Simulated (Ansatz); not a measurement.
# Ga2O3 (R-3c): converging the G0W0 gap, part 2 of 2

How do accuracy and time trade against each other in G0W0 on Ga2O3 (R-3c)?

Ansatz 0.2.0; G0W0 on PBE, plane waves, PAW. Known limits of the many-body steps: not at the basis limit; no spin-orbit coupling.

So far. Step 4 (976 empty bands, screening to 270 eV): Against the run with 4×4×4 mesh, 576 empty bands, screening to 190 eV, hard PAW files, the gap moves by +0.05 eV.

### 5. 1631 empty bands, screening to 380 eV

Contents of input.yaml:

```yaml
crystal:
  lattice:
    - [2.4986991939, 1.4426246522, 4.4835497685]
    - [-2.4986991939, 1.4426246522, 4.4835497685]
    - [0.0, -2.8852493044, 4.4835497685]
  atoms:
    - { symbol: Ga, position: [0.85558558, 0.85558558, 0.85558558] }
    - { symbol: Ga, position: [0.64441442, 0.64441442, 0.64441442] }
    - { symbol: Ga, position: [0.14441442, 0.14441442, 0.14441442] }
    - { symbol: Ga, position: [0.35558558, 0.35558558, 0.35558558] }
    - { symbol: O, position: [0.75, 0.44683282, 0.05316718] }
    - { symbol: O, position: [0.44683282, 0.05316718, 0.75] }
    - { symbol: O, position: [0.05316718, 0.75, 0.44683282] }
    - { symbol: O, position: [0.25, 0.55316718, 0.94683282] }
    - { symbol: O, position: [0.94683282, 0.25, 0.55316718] }
    - { symbol: O, position: [0.55316718, 0.94683282, 0.25] }
kpoints:
  mp_grid: { grid: [4, 4, 4] }
hamiltonian:
  xc: pbe
  pseudopotentials: { kind: paw, source: ansatz }
scf:
  occupations: { method: fixed }
gw:
  n_empty_bands: 1631
  ecut_chi: 380
  qp_bands: [v3, c3]
  qp_kpoints: band_edges
  screening: { model: contour_deformation }
```

The run is started by

```bash
ansatz run input.yaml --threads 3 --pin off --max-ram 92160MiB --backend cuda --events-out ev --progress --plain --runs-dir out --devices 1 --max-vram 13GiB  # rebuilt from the run's record
```

Numbers of over 12 decimals in the logs are rounded to 6 here.

The program printed:

```text
GPUs: using 1 of 1 available (devices: 1).
[...]
GPU FFT provider: cuFFT
GPU libraries: cuBLAS 13.8.2, cuFFT 12.4.0, cuSOLVER 12.3.4
Crystal: 10 atoms, lattice volume = 96.971 Å³
Basis set: ecut = 1020 eV, 7163 PW (Γ)
Bands: 72, of which v1, the nominal top of the filled ones, is band 60 counted from 1 (59 counted from 0)
Symmetry: 12 space group operations
[...]
k-points: 13 of 64
[...]
1    59     10.2764   -27.2548     4.1928   -21.7309  0.7642     8.9229     8.9453  root
[...]
12    60     10.1671   -27.6086     4.1519   -22.1192  0.7656     8.8074     8.8296  root
    12    61     16.3188   -13.6957    -4.5112   -18.9570  0.8095    17.0735    17.0690  root
    12    62     16.3188   -13.6957    -4.5112   -18.9570  0.8095    17.0735    17.0690  root
    12    63     18.3281   -11.5341    -5.2587   -17.6869  0.8130    19.2299    19.2221  root
[key lines of the parts left out:]
SCF converged after 9 iterations
Free energy (F): -37063.677176 eV
Fermi energy:    10.426707 eV
```

Elapsed: 4.3 min, on 1 × NVIDIA H100 80GB HBM3 (shared by 6 runs) with 3 threads of AMD EPYC 7R13 (Zen 3), shared host; peak memory 10 GiB; 7.4 min of CPU time.

Numbers from this step:

```yaml
bands_summed: 1691
rpa_eps_infinity_on_this_mesh_eigenvalues: 4.147, 4.264, 4.264
plane_waves_in_the_screening_matrix: 1593
g0w0_gap_on_the_mesh: 4.710 eV
k_of_the_valence_top: 0, 0, 0.25
k_of_the_conduction_bottom: 0, 0, 0
starting_gap_on_the_mesh: 2.839 eV
least_direct_g0w0_gap_on_the_computed_points: 4.909 eV
```

Against the run with 4×4×4 mesh, 976 empty bands, screening to 270 eV, hard PAW files, the gap moves by +0.04 eV.

### 6. Changing the k mesh: 6×6×6 mesh, 254 empty bands, screening to 110 eV, hard PAW files

Only the mesh changes. It samples the long-range screening, which converges on its own terms. Bands and cutoff differ from the step before, so it is read against an earlier run that matches them.

input.yaml: that of step 5 with these lines changed.

```diff
@@ -17,3 +17,3 @@
 kpoints:
-  mp_grid: { grid: [4, 4, 4] }
+  mp_grid: { grid: [6, 6, 6] }
 hamiltonian:
@@ -24,4 +24,4 @@
 gw:
-  n_empty_bands: 1631
-  ecut_chi: 380
+  n_empty_bands: 254
+  ecut_chi: 110.0
   qp_bands: [v3, c3]
```

The program printed:

```text
GPUs: using 1 of 1 available (devices: 1).
[...]
GPU FFT provider: cuFFT
GPU libraries: cuBLAS 13.8.2, cuFFT 12.4.0, cuSOLVER 12.3.4
Crystal: 10 atoms, lattice volume = 96.971 Å³
Basis set: ecut = 1020 eV, 7163 PW (Γ)
Bands: 72, of which v1, the nominal top of the filled ones, is band 60 counted from 1 (59 counted from 0)
Symmetry: 12 space group operations
[...]
k-points: 32 of 216
[...]
1    59     10.2817   -27.1632     4.7389   -21.7110  0.7718     9.5626     9.5683  root
[...]
31    60     10.1668   -27.5947     4.7382   -22.1193  0.7729     9.4236     9.4297  root
    31    61     16.3187   -13.7134    -3.9801   -18.9570  0.8143    17.5957    17.5822  root
    31    62     16.3187   -13.7134    -3.9801   -18.9570  0.8143    17.5957    17.5822  root
    31    63     18.3280   -11.5417    -4.7602   -17.6871  0.8156    19.7328    19.7132  root
[key lines of the parts left out:]
SCF converged after 9 iterations
Free energy (F): -37063.678230 eV
Fermi energy:    10.466931 eV
```

Elapsed: 6.2 min, on 1 × NVIDIA H100 80GB HBM3 (shared by 6 runs) with 3 threads; peak memory 3.1 GiB.

Numbers from this step:

```yaml
bands_summed: 314
rpa_eps_infinity_on_this_mesh_eigenvalues: 4.135, 4.247, 4.247
plane_waves_in_the_screening_matrix: 277
g0w0_gap_on_the_mesh: 4.454 eV
k_of_the_valence_top: 0, 0.1667, -0.1667
k_of_the_conduction_bottom: 0, 0, 0
starting_gap_on_the_mesh: 2.798 eV
least_direct_g0w0_gap_on_the_computed_points: 4.706 eV
```

Against the run with 4×4×4 mesh, 254 empty bands, screening to 110 eV, hard PAW files, the gap moves by −0.06 eV, while the start moved by −0.04 eV. A band edge is found at another k point on this mesh.

### 7. Side by side

Times are wall times on 1 × NVIDIA H100 80GB HBM3 (shared by 6 runs) with 3 threads of AMD EPYC 7R13 (Zen 3), shared host, good to a factor of about two.

```tsv
mesh	files	frequency	bands summed	cutoff (eV)	start (eV)	G0W0 (eV)	time	host memory (GiB)
4×4×4	hard PAW	contour deformation	314	110	2.839	4.516	42 s	1.9
4×4×4	hard PAW	contour deformation	636	190	2.839	4.624	82 s	3.2
4×4×4	hard PAW	contour deformation	1036	270	2.839	4.671	2.4 min	5.3
4×4×4	hard PAW	contour deformation	1691	380	2.839	4.710	4.3 min	10
6×6×6	hard PAW	contour deformation	314	110	2.798	4.454	6.2 min	3.1
```

The parts of the quasiparticle energy at the two band edges (eV; QP = start + Σx + Σc − Vxc):

```tsv
run	edge	start	Σx	Σc	Vxc	Z	QP
314 bands	valence top	10.43	-27.62	4.81	-22.09	0.77	9.71
314 bands	conduction bottom	13.27	-13.43	-3.58	-17.97	0.83	14.23
636 bands	valence top	10.43	-27.62	4.51	-22.09	0.77	9.41
636 bands	conduction bottom	13.27	-13.43	-3.77	-17.97	0.83	14.04
1036 bands	valence top	10.43	-27.62	4.33	-22.09	0.77	9.23
1036 bands	conduction bottom	13.27	-13.43	-3.90	-17.97	0.83	13.90
1691 bands	valence top	10.43	-27.62	4.20	-22.09	0.76	9.10
1691 bands	conduction bottom	13.27	-13.43	-4.00	-17.97	0.83	13.81
```

### 8. What came out

```
314 bands, 110 eV                   : 4.516 eV
636 bands, 190 eV                   : 4.624 eV
1036 bands, 270 eV                  : 4.671 eV
1691 bands, 380 eV                  : 4.710 eV
estimated limit in bands and cutoff : 4.77 eV
mesh and start                      : 4×4×4, PBE
```

**Reading.** A line in one over the bands through the two highest rungs gives 4.77 eV, +0.06 eV from the top rung; the pair below gives 4.75 eV, in fair agreement. The rungs stand 0.25 eV (314 bands), 0.15 eV (636 bands), 0.10 eV (1036 bands) and 0.06 eV (1691 bands) from it. From 314 to 1691 bands the gap moves by +0.19 eV while the time grows 6.2-fold. Σc changes by −0.61 eV at the valence top and −0.42 eV at the conduction bottom, so the levels themselves move more than the gap between them. On the 6×6×6 mesh in place of 4×4×4 the gap differs by −0.06 eV, of which −0.04 eV is already in the start. The cheapest rung within 0.1 eV of this estimate is that with 1036 bands (2.4 min). The 4×4×4 mesh misses a band edge: on 6×6×6 the PBE gap is 2.80 eV, so these values are not the fundamental gap, which lies some 0.04 eV lower. The many-body steps are scalar-relativistic: spin-orbit coupling is not in them.

[Paths, hosts, dates, memory and timing lines, banners, echoed tables and standing remarks are left out of the program output.]

[Logs are printed without paths, hosts, clocks, repeated set-up lines and the standing remarks that a program may print on its own settings, such as how far it seeks lower states.]

[Runs of the session that timed out or met a known fault of the program may be left out.]

[Cells called generated may have been cut or substituted from an entry of the Crystallography Open Database or the Materials Project.]

[Hosts, paths, dates, database ids (printed as entryN), source tags and the programs' standing remarks are cut or masked in the printed files.]
